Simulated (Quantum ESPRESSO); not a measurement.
# LiF (Griceite): the optical phonon under strain

How far does biaxial strain in the (001) plane shift the zone-centre optical mode of LiF (Griceite)?

Main program and level: Quantum ESPRESSO 7.5; DFT LDA, scalar-relativistic, plane waves, GBRV ultrasoft pseudopotentials.

### 1. The relaxed structure

It takes space group Fm-3m (No. 225, cubic). The conventional cell has a = 3.912 Å, b = 3.912 Å, c = 3.912 Å, α = 90.00°, β = 90.00°, γ = 90.00°. Li has 6 F at 1.96 Å nearest. Nearest to F lie 6 Li at 1.96 Å. Farther neighbours and most contacts between anions are not listed.

Structure file:

```
CELL_PARAMETERS angstrom
-1.95592 0.00000 1.95592
0.00000 1.95592 1.95592
-1.95592 1.95592 0.00000
ATOMIC_POSITIONS crystal
Li 0.00000 0.00000 0.00000
F 0.50000 0.50000 0.50000
```

This is the cell after its relaxation at this level of theory, not the database cell from which that began.

### 2. Uniaxial strain

The relaxed cell is stretched along z alone. This keeps all atoms on sites fixed by symmetry and splits the threefold mode into a singlet, polarised along z, and a doublet. The macroscopic field is left out, so these are transverse modes. Cutoff 55 Ry, k mesh 12×12×12.

From the response at ε_zz = 0.01:

The program printed:

```text
[banners, grids, parts of the stress and lines that vanish by symmetry left out]
Program PHONON v.7.5
     Reading xml data from directory:

[...]
Exchange-correlation= PZ
                           (   1   1   0   0   0   0   0)
[...]
kinetic-energy cut-off    =      55.0000  Ry
     charge density cut-off    =     440.0000  Ry
     convergence threshold     =      1.0E-18
[...]
Exchange-correlation= PZ
                           (   1   1   0   0   0   0   0)
[...]
q = (   0.0000000   0.0000000   0.0000000 )
     17 Sym.Ops. (with q -> -q+G )
     G cutoff =  307.5869  (  15913 G-vectors)     FFT grid: ( 36, 36, 36)
     G cutoff =  153.7935  (   5641 G-vectors)  smooth grid: ( 25, 25, 25)
     number of k points=   163
[...]
Mode symmetry, D_4h(4/mmm) point group:
[...]
Representation #   1 mode #   1
[...]
End of self-consistent calculation
     Convergence has been achieved
     Representation #   2 mode #   2
[...]
End of self-consistent calculation
     Convergence has been achieved
     Representation #   3 modes #   3   4
[...]
End of self-consistent calculation
     Convergence has been achieved
     Representation #   4 modes #   5   6
[...]
End of self-consistent calculation
     Convergence has been achieved
[...]
q = (    0.000000000   0.000000000   0.000000000 )
[...]
freq (    1) =      -0.606589 [THz] =     -20.233629 [cm-1]
     freq (    2) =      -0.606589 [THz] =     -20.233629 [cm-1]
     freq (    3) =      -0.555269 [THz] =     -18.521777 [cm-1]
     freq (    4) =       9.341474 [THz] =     311.598028 [cm-1]
     freq (    5) =      10.325239 [THz] =     344.412889 [cm-1]
     freq (    6) =      10.325239 [THz] =     344.412889 [cm-1]
[...]
Mode symmetry, D_4h(4/mmm) point group:
     freq (   1-   2) =        -20.2  [cm-1]   --> E_u  X_5' M_5'  I
     freq (   3-   3) =        -18.5  [cm-1]   --> A_2u X_4' M_4'  I
     freq (   4-   4) =        311.6  [cm-1]   --> A_2u X_4' M_4'  I
     freq (   5-   6) =        344.4  [cm-1]   --> E_u  X_5' M_5'  I

   JOB DONE.
```

```
  ε_zz  singlet (cm⁻¹)  doublet (cm⁻¹)  σ_zz (GPa)  σ_xx (GPa)
 -0.01          374.32          339.93      -1.689      -0.513
-0.005          358.21          341.17      -0.816      -0.251
     0          342.30          342.30       0.005       0.005
 0.005          326.56          343.33       0.778       0.256
  0.01          311.60          344.41       1.503       0.501
```

Stress is counted positive in tension.

### 3. The fit

To first order ω² − ω₀² = p ε_zz + q (ε_xx + ε_yy) for the mode along z, and likewise for x and y. With ε_zz alone the singlet gives p and the doublet q.

The linear terms of parabolas through ω² are p = -18.39 ω₀² and q = 1.30 ω₀², with ω₀ = 342.3 cm⁻¹. Those of the stresses are C11 = 160 GPa and C12 = 51 GPa. Under hydrostatic strain p and q imply γ = −(p + 2q)/(6 ω₀²) = 2.63.

A layer held to an in-plane strain ε and free along z takes ε_zz = −2 (C12/C11) ε = -0.635 ε. To first order the singlet then shifts by (q − p C12/C11) ε / ω₀ = 2444 ε cm⁻¹. For ε = -0.006, ε_zz = 0.00381, the formulas for ω² predict 327.31 cm⁻¹ for the singlet and 360.22 cm⁻¹ for the doublet.

### 4. A biaxially strained cell

This run was no part of the fit.

The program printed:

```text
[banners, grids, parts of the stress and lines that vanish by symmetry left out]
[banner, memory and clock lines left out]
Program PHONON v.7.5

[...]
Exchange-correlation= PZ
                           (   1   1   0   0   0   0   0)
[...]
kinetic-energy cut-off    =      55.0000  Ry
     charge density cut-off    =     440.0000  Ry
     convergence threshold     =      1.0E-18
[...]
Exchange-correlation= PZ
                           (   1   1   0   0   0   0   0)
[...]
q = (   0.0000000   0.0000000   0.0000000 )
     17 Sym.Ops. (with q -> -q+G )
     G cutoff =  303.8672  (  15601 G-vectors)     FFT grid: ( 36, 36, 36)
     G cutoff =  151.9336  (   5577 G-vectors)  smooth grid: ( 25, 25, 25)
     number of k points=   163
[...]
Mode symmetry, D_4h(4/mmm) point group:
[...]
Representation #   1 mode #   1
[...]
End of self-consistent calculation
     Convergence has been achieved
     Representation #   2 mode #   2
[...]
End of self-consistent calculation
     Convergence has been achieved
     Representation #   3 modes #   3   4
[...]
End of self-consistent calculation
     Convergence has been achieved
     Representation #   4 modes #   5   6
[...]
End of self-consistent calculation
     Convergence has been achieved
[...]
q = (    0.000000000   0.000000000   0.000000000 )
[...]
freq (    1) =      -0.633500 [THz] =     -21.131288 [cm-1]
     freq (    2) =      -0.590670 [THz] =     -19.702619 [cm-1]
     freq (    3) =      -0.590670 [THz] =     -19.702619 [cm-1]
     freq (    4) =       9.817614 [THz] =     327.480343 [cm-1]
     freq (    5) =      10.817963 [THz] =     360.848411 [cm-1]
     freq (    6) =      10.817963 [THz] =     360.848411 [cm-1]
[...]
Mode symmetry, D_4h(4/mmm) point group:
     freq (   1-   1) =        -21.1  [cm-1]   --> A_2u X_4' M_4'  I
     freq (   2-   3) =        -19.7  [cm-1]   --> E_u  X_5' M_5'  I
     freq (   4-   4) =        327.5  [cm-1]   --> A_2u X_4' M_4'  I
     freq (   5-   6) =        360.8  [cm-1]   --> E_u  X_5' M_5'  I
```

```
   mode  predicted (cm⁻¹)  run (cm⁻¹)
singlet            327.31      327.48
doublet            360.22      360.85
```

The stress along z is -0.005 GPa and that in the plane -1.107 GPa; the unstrained cell carries 0.005 GPa.

### 5. Summary of results

```yaml
p_in_units_of_the_squared_frequency: -18.39
q_same_units: 1.299
shift_of_the_singlet_per_unit_of_biaxial_strain: 2444 cm⁻¹
c11_and_c12: 160 and 51 GPa
```

What this shows: To first order, one per cent of tensile biaxial strain moves the singlet of LiF (Griceite) by 24.4 cm⁻¹ and the doublet by -30.7 cm⁻¹; the formulas miss the test run by up to 0.63 cm⁻¹. In the rock-salt structure this mode is infrared active and has no first-order Raman line. The third potential, r, needs shear strain, which was not run. The acoustic modes of the response miss zero by 21 cm⁻¹, a numerical error that can touch the optical modes as well. These are harmonic values at zero temperature.

[Host names and launcher messages were left out of these logs when they were recorded.]

[Logs are printed without paths, hosts, clocks, repeated set-up lines and the standing remarks that a program may print on its own settings, such as how far it seeks lower states.]

[Hosts, paths, dates, database ids (printed as entryN), source tags and the programs' standing remarks are cut or masked in the printed files.]
